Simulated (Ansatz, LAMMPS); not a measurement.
# Amorphous poly(propylene oxide) (as short chains C35O12H72), from a frame at 440 K (238 atoms): geometry optimisation

Wanted: the relaxed structure of amorphous poly(propylene oxide) (as short chains C35O12H72), from a frame at 440 K (238 atoms) and its electronic structure.

Main program and level: Ansatz 0.2.0; Kohn-Sham DFT, PBE+D3(BJ), PAW (set soft_2), plane waves.

## (1) The starting structure

The cell holds 238 atoms: 70 C, 24 O and 144 H. Cell: a = 13.683 Å, b = 13.683 Å, c = 13.683 Å, α = 90.0°, β = 90.0°, γ = 90.0°. 2 poly(propylene oxide) chains of 11 units with methyl end groups placed at random, at 0.888 g/cm³; overlaps pushed apart, then 20 ps at 800 K with MMFF94 bonds, angles, torsions, charges and radii (Halgren, J. Comput. Chem. 17, 490 (1996)) in harmonic and 12-6 forms. Snapshot after 30 ps at 440 K and fixed volume.

What the set-up can't give: The network of contacts between molecules at the start is that of the classical potential that made the cell. The density was typed from a rule of thumb and may lie off the real one at this temperature. The Brillouin zone is sampled at Γ only, in a cell whose shortest periodic width is 14 Å.

## (2) How the cell was made

A classical potential supplies the starting structure, since it reaches far longer times than DFT.

This step: classical MD, MMFF94 bonds, angles, torsions, charges and radii (Halgren, J. Comput. Chem. 17, 490 (1996)) in harmonic and 12-6 forms; charges of ions scaled by 0.8 (LAMMPS 22 Jul 2025 - Update 4).

Contents of in.lmp:

```
# amorphous poly(propylene oxide)
units real
atom_style full
boundary p p p
bond_style harmonic
angle_style harmonic
dihedral_style opls
improper_style harmonic
special_bonds lj 0 0 0.5 coul 0 0 0.75
read_data data.lmp
neigh_modify delay 0 every 1 check yes one 4000
comm_modify cutoff 12.0
timestep 0.5
thermo_style custom step time temp pe press density
thermo_modify norm yes
# push overlapping molecules apart
pair_style soft 2.6
pair_coeff * * 0.0
variable a equal ramp(1,60)
fix ad all adapt 1 pair soft a * * v_a
velocity all create 800 865062 mom yes dist gaussian
fix lim all nve/limit 0.03
fix lan all langevin 800 800 50 865063 zero yes
thermo 1000
run 3000 post no
unfix ad
pair_style lj/cut/coul/long 9.0
pair_modify mix arithmetic tail yes
pair_coeff 1 1 0.0678 3.3680   # C
pair_coeff 2 2 0.0763 3.0430   # O
pair_coeff 3 3 0.0216 2.5400   # H
kspace_style pppm 1.0e-4
thermo 100
minimize 1e-5 1e-3 300 3000
# [... 15 lines left out ...]
compute msd all msd com yes
thermo 7500
fix md all nvt temp 440 440 100
run 30000 post no
print "== T440: mean square displacement over the hold $(c_msd[4]:%.2f) A^2"
unfix md
uncompute msd
write_dump all custom T440.dump id type xs ys zs modify sort id
```

On the command line:

```sh
lmp -in in.lmp -log none -nocite
```

Numbers of over 12 decimals in the logs are rounded to 6 here.

The log of the run:

```text
LAMMPS (22 Jul 2025 - Update 4)
Reading data file ...
  orthogonal box = (0 0 0) to (13.68279 13.68279 13.68279)
  238 atoms
  orthogonal box = (0 0 0) to (13.68279 13.68279 13.68279)
  236 bonds
  444 angles
  540 dihedrals
   Step          Time           Temp          PotEng         Press         Density
         0   0              800            1.1029968     -3390.0088      0.8880007
      1000   500            616.60177      3.2147021      26651.077      0.8880007
      2000   1000           594.97594      3.2957723      18848.407      0.8880007
      3000   1500           611.17301      3.0070442      16685.054      0.8880007
[... 29 lines left out ...]
Loop time of 16.4423 s on 1 MPI rank(s) for 20000 steps with 238 atoms
   Step          Time           Temp          PotEng         Press         Density
[... 4 lines left out ...]
Loop time of 16.3349 s on 1 MPI rank(s) for 20000 steps with 238 atoms
   Step          Time           Temp          PotEng         Press         Density
[... 2 lines left out ...]
     52500   51500          454.52432      2.8973477      3850.7176      0.8880007
     60000   59000          444.82991      2.9927632     -6303.5083      0.8880007
     67500   66500          451.58048      2.9069508      8208.5791      0.8880007
     72000   71000          415.15094      2.9490426      10227.538      0.8880007
Loop time of 23.8546 s on 1 MPI rank(s) for 30000 steps with 238 atoms
== T440: mean square displacement over the hold 10.69 A^2
```

Run time: 59 s. Hardware: 1 thread of Arm Neoverse V2, shared host; peak memory 0.12 GiB.

The input also reads data.lmp (atoms, bonds and types; not printed here).

## (3) Single point at the start

A single point comes first, to see the forces before anything moves.

Contents of input.yaml:

```yaml
crystal:
  lattice:
    - [13.68279, 0.0, 0.0]
    - [0.0, 13.68279, 0.0]
    - [0.0, 0.0, 13.68279]
  atoms:
    - { symbol: C, position: [0.67817, 0.37487, 0.06276] }
    - { symbol: O, position: [0.70364, 0.31432, 0.98253] }
    - { symbol: C, position: [0.80043, 0.28687, 0.97512] }
    - { symbol: C, position: [0.81174, 0.22483, 0.88382] }
    - { symbol: C, position: [0.74847, 0.14143, 0.8831] }
    - { symbol: O, position: [0.91275, 0.1875, 0.88371] }
    - { symbol: C, position: [0.97277, 0.25215, 0.83105] }
    - { symbol: C, position: [0.07612, 0.21499, 0.83481] }
    - { symbol: C, position: [0.07653, 0.12508, 0.7736] }
    - { symbol: O, position: [0.13016, 0.28883, 0.79024] }
    - { symbol: C, position: [0.23219, 0.28039, 0.79411] }
    - { symbol: C, position: [0.27182, 0.35605, 0.86379] }
    - { symbol: C, position: [0.24287, 0.34703, 0.96886] }
    - { symbol: O, position: [0.3745, 0.34954, 0.86475] }
    - { symbol: C, position: [0.42313, 0.44428, 0.85431] }
    - { symbol: C, position: [0.4304, 0.48062, 0.74865] }
    - { symbol: C, position: [0.51567, 0.54094, 0.73615] }
    - { symbol: O, position: [0.34315, 0.53103, 0.72059] }
    - { symbol: C, position: [0.32229, 0.50653, 0.62571] }
    - { symbol: C, position: [0.23065, 0.55175, 0.59202] }
    - { symbol: C, position: [0.14062, 0.52246, 0.64246] }
    - { symbol: O, position: [0.21819, 0.53473, 0.48848] }
    - { symbol: C, position: [0.19113, 0.44073, 0.45669] }
    - { symbol: C, position: [0.17075, 0.44231, 0.34679] }
    - { symbol: C, position: [0.08599, 0.49253, 0.31019] }
    - { symbol: O, position: [0.15901, 0.33797, 0.3189] }
    - { symbol: C, position: [0.21798, 0.3141, 0.23972] }
    - { symbol: C, position: [0.24329, 0.21246, 0.23436] }
    - { symbol: C, position: [0.28455, 0.18652, 0.33411] }
    - { symbol: O, position: [0.31724, 0.19525, 0.1621] }
    - { symbol: C, position: [0.34104, 0.09022, 0.15048] }
    - { symbol: C, position: [0.32349, 0.06717, 0.04368] }
    [... 200 atom lines left out ...]
    - { symbol: H, position: [0.79011, 0.28116, 0.32219] }
    - { symbol: H, position: [0.79766, 0.29548, 0.19435] }
    - { symbol: H, position: [0.90549, 0.32178, 0.26418] }
    - { symbol: H, position: [0.96894, 0.02107, 0.17435] }
    - { symbol: H, position: [0.84582, 0.04735, 0.10488] }
    - { symbol: H, position: [0.95986, 0.07507, 0.04759] }
kpoints:
  mp_grid: { grid: [1, 1, 1] }
hamiltonian:
  xc: pbe
  dispersion: d3bj
scf:
  occupations: { method: fermi_dirac, width: 0.025 }
output:
  forces: true
  stress: true
  populations: intrinsic
  dos:
    method: { smearing: { sigma: 0.15 } }
    de: 0.1
    projected: { site_lists: { C: [C], H: [H], O: [O] } }
  eigenvalues: true
```

On the command line:

```sh
ansatz run input.yaml --threads 4 --pin off --max-ram 8192MiB --backend cpu --events-out ev --progress --plain --runs-dir out
```

The log of the run:

```text
Engine: ansatz 0.2.0, aarch64-unknown-linux-gnu
Pseudopotentials: kind: paw
Pseudopotential: C, paw, valence charge 4, recommended cutoff 420 eV (normal), C.paw.azcp
Pseudopotential: O, paw, valence charge 6, recommended cutoff 420 eV (normal), O.paw.azcp
Pseudopotential: H, paw, valence charge 1, recommended cutoff 420 eV (normal), H.paw.azcp
[... 5 lines on functional and potentials left out ...]
Crystal: 238 atoms, lattice volume = 2561.675 Å³
Basis set: ecut = 420 eV, 50061 PW (Γ), exchange–correlation on 192×192×192 points (8 copies of the dense FFT grid, shifted against one another)
Bands: 522, of which v1, the nominal top of the filled ones, is band 284 counted from 1 (283 counted from 0)
Symmetry: 1 space group operations
Space group: P1 (ITA 1), of the structure as read, at distance tolerance 1.4e-4 Å
k-points: 1
[... 7 lines on functional and potentials left out ...]
Initial density: superposition of atomic densities (neutral atoms: chi_scale 0, normalization atom), corrected by the library's trained network
Initial wavefunctions: pseudopotential atomic-orbital guess
Functional: x = pbe(κ = 0.804, μ = 0.219515), c = pbe(β = 0.066725)
SCF iter   1: F=—  HF=-33472.925557 eV  |F-HF|=—  |Δ(HF+E_count)|=         —  Δρ=5.13e-3  dr2=8.27e-1  ethr=1.77e-3  ⟨swp⟩=6.0  Hψ=2419  notcnv=0  defer=59
preconditioner: auto → Resta (q_TF=auto, 2.123 Å⁻¹)  ε∞=2.2  [insulator: Δε(μ)=4.246 eV  Ē_g=15.277 eV  σ=0.025 eV  W_gap=1.00  n_scr=436 (ndim 8)  ℏωp=17.0 eV  f_vac=0.310  D(μ)=0.00/eV (n_scr^D=0)  ε∞_Penn≈2.2]
SCF iter   2: F=—  HF=-33472.841018 eV  |F-HF|=—  |Δ(HF+E_count)|=   8.45e-2  Δρ=2.74e-3  dr2=2.07e-1  ethr=1.46e-4  ⟨swp⟩=2.0  Hψ=643  notcnv=0  defer=232
SCF iter   3: F=—  HF=-33472.882338 eV  |F-HF|=—  |Δ(HF+E_count)|=   4.13e-2  Δρ=1.41e-3  dr2=5.79e-2  ethr=3.65e-5  ⟨swp⟩=3.0  Hψ=581  notcnv=0  defer=232
SCF iter   4: F=—  HF=-33472.881577 eV  |F-HF|=—  |Δ(HF+E_count)|=   7.61e-4  Δρ=4.09e-4  dr2=6.08e-3  ethr=1.02e-5  ⟨swp⟩=2.0  Hψ=580  notcnv=0  defer=232
SCF iter   5: F=—  HF=-33472.882223 eV  |F-HF|=—  |Δ(HF+E_count)|=   6.45e-4  Δρ=1.67e-4  dr2=8.59e-4  ethr=1.07e-6  ⟨swp⟩=2.0  Hψ=575  notcnv=0  defer=232
SCF iter   6: F=—  HF=-33472.881988 eV  |F-HF|=—  |Δ(HF+E_count)|=   2.35e-4  Δρ=7.94e-5  dr2=1.49e-4  ethr=1.51e-7  ⟨swp⟩=2.0  Hψ=576  notcnv=0  defer=232
SCF iter   7: F=—  HF=-33472.881920 eV  |F-HF|=—  |Δ(HF+E_count)|=   6.82e-5  Δρ=3.17e-5  dr2=2.44e-5  ethr=2.63e-8  ⟨swp⟩=2.0  Hψ=579  notcnv=0  defer=232
SCF iter   8: F=—  HF=-33472.882309 eV  |F-HF|=—  |Δ(HF+E_count)|=   3.89e-4  Δρ=7.65e-6  dr2=1.90e-6  ethr=4.29e-9  ⟨swp⟩=2.0  Hψ=802  notcnv=0  defer=232
SCF iter   9: F=—  HF=-33472.882308 eV  |F-HF|=—  |Δ(HF+E_count)|=   1.08e-6  Δρ=4.08e-6  dr2=4.14e-7  ethr=3.34e-10  ⟨swp⟩=2.0  Hψ=572  notcnv=0  defer=232
SCF iter  10: F=-33472.882307 eV  HF=-33472.882308 eV  |F-HF|=3.68e-8  |Δ(HF+E_count)|=   1.33e-7  Δρ=1.65e-6  dr2=6.59e-8  ethr=1.76e-11  ⟨swp⟩=14.0  Hψ=3482  notcnv=0
SCF 1 converged in 10 iterations: F = -33472.882307 eV  dr2 = 6.59e-8
  greatest PAW one-centre occupation: 0.868 electrons in one spin orbital (limit 2), on the O atom at site 144 (counted from 0), in its partial waves of l = 0
SCF converged after 10 iterations
Free energy (F): -33472.882307 eV
Harris-Foulkes:  -33472.882308 eV  (|F-HF|=3.68e-8)
Internal energy: -33472.882307 eV  (E = F + TS)
E sigma→0 (E₀):  -33472.882307 eV
Fermi energy:    1.226669 eV
--- Per-component energies (eV) ---
  E_band       = -4685.044639
  E_kinetic    = 12667.748207
  E_local      = -49331.482267  (includes V_loc(G=0)·N_el)
  E_nonlocal   = 3304.567294
  E_hartree    = 19118.053206
  E_xc         = -6449.477812
  E_vxc        = -8118.685703  (∫ρ·V_xc dr)
  E_paw        = -10836.481233  (= ΣΔE_a)
  E_vpaw       = -1443.155646  (= ΣTr[D̂ρ^β])
  E_aug_tail   = -0.142325  (compensation charges beyond the density's cutoff)
  E_ewald      = -1935.377245
  E_disp       = -10.290133  (pairwise vdW)
  E_smearing   = -0.000000  (= −TS)
  E_closure    = 0.000000  (closes the sum)
  Σ components = -33472.882307   (vs F -33472.882307, Δ=0.00e0)
--- Forces (eV/Å), atoms counted from 1 ---
  atom   1  C      1.26778385    -3.26639898    -0.17081805
  atom   2  O     -2.53247594     0.75293004    -1.49914519
  atom   3  C      0.04477001     0.81697027    -0.06068451
  atom   4  C      1.85323509     0.00545393     0.59250626
  atom   5  C      0.09333453    -2.74623848     2.33895149
  atom   6  O     -1.13747145     0.19927733    -0.47139557
  atom   7  C     -0.09222101     0.48938113     0.88120874
  atom   8  C     -0.21348223    -0.70574809     0.33195508
  atom   9  C      1.55303372    -1.63577688     0.20264204
  atom  10  O      0.31673272     1.24887912    -0.98286069
  atom  11  C      0.62151015    -1.48844806     0.79465219
  atom  12  C      0.78749364    -0.57304161     0.23727732
  atom  13  C     -1.03260040    -0.82238077    -0.87541380
  atom  14  O      1.90545389     0.83966767    -0.95731675
[...]
atom 237  H      0.85652645     0.26481621     0.68152320
  atom 238  H     -0.03748371    -0.48110790     0.44184039
  max |Σ_I F_I| component: 2.51e-4 eV/Å
--- Stress (GPa, compression-positive) ---
        3.053036      -0.575075      -0.197349
       -0.575075       2.532311      -0.105757
       -0.197349      -0.105758       2.212215
  P = ⅓ Tr σ = 2.5992 GPa (25.992 kbar)
--- Band table (eV) ---
  k-point 0: bands = ["-22.4158", "-22.1946", "-22.0169", "-22.0126", [... 506 levels ...], "10.6331", "10.6559", "10.6720", "10.6860", "10.7099", "10.7320", "10.7572", "10.7951", "10.8184", "10.8275", "10.8482", "10.8719"]
--- intrinsic populations: 238 sites ---
  site symbol       q [e]
     0      C      4.3458
     1      O      6.4109
     2      C      4.1109
[...]
237      H      0.8123
  spilling = 0.000000 (of n_electrons = 568.000000)
```

Wall time 50 s (4 threads of Arm Neoverse V2, shared host); peak memory 3.6 GiB; 3.2 min of CPU time.

The column dr2 measures how far the density is from self-consistency, as an energy; F and HF (Harris–Foulkes) agree once it is small.

The run gave:

* free energy: -33472.8823 eV
* free energy per atom: -140.6424 eV/atom
* SCF cycles: 10
* pressure: 2.599 GPa
* r.m.s. force component: 1.13 eV/Å
* longest force: 5.867 eV/Å
* Fermi energy: 1.227 eV
* gap (highest filled to lowest empty level): 4.184 eV

The r.m.s. force component of 1.1 eV/Å and the pressure of 2.6 GPa set the starting point.

Length of the force by element:

| element | coordination | atoms | mean length of the force (eV/Å) | spread | least | most |
| --- | --- | --- | --- | --- | --- | --- |
| C | all | 70 | 2.48 | 1.07 | 0.586 | 5.87 |
| H | all | 144 | 1.21 | 0.861 | 0.113 | 5.76 |
| O | all | 24 | 1.71 | 0.718 | 0.616 | 3.43 |

(Continued in part 2 of 3.)

[Logs are printed without paths, hosts, clocks, repeated set-up lines and the standing remarks that a program may print on its own settings, such as how far it seeks lower states.]

[Hosts, paths, dates, database ids (printed as entryN), source tags and the programs' standing remarks are cut or masked in the printed files.]

[The MMFF94 radii named for the starting cell were scaled by 0.96; in molecules described by MMFF94, hydrogen bound to N, O or S took a small fixed 12-6 site in their place.]
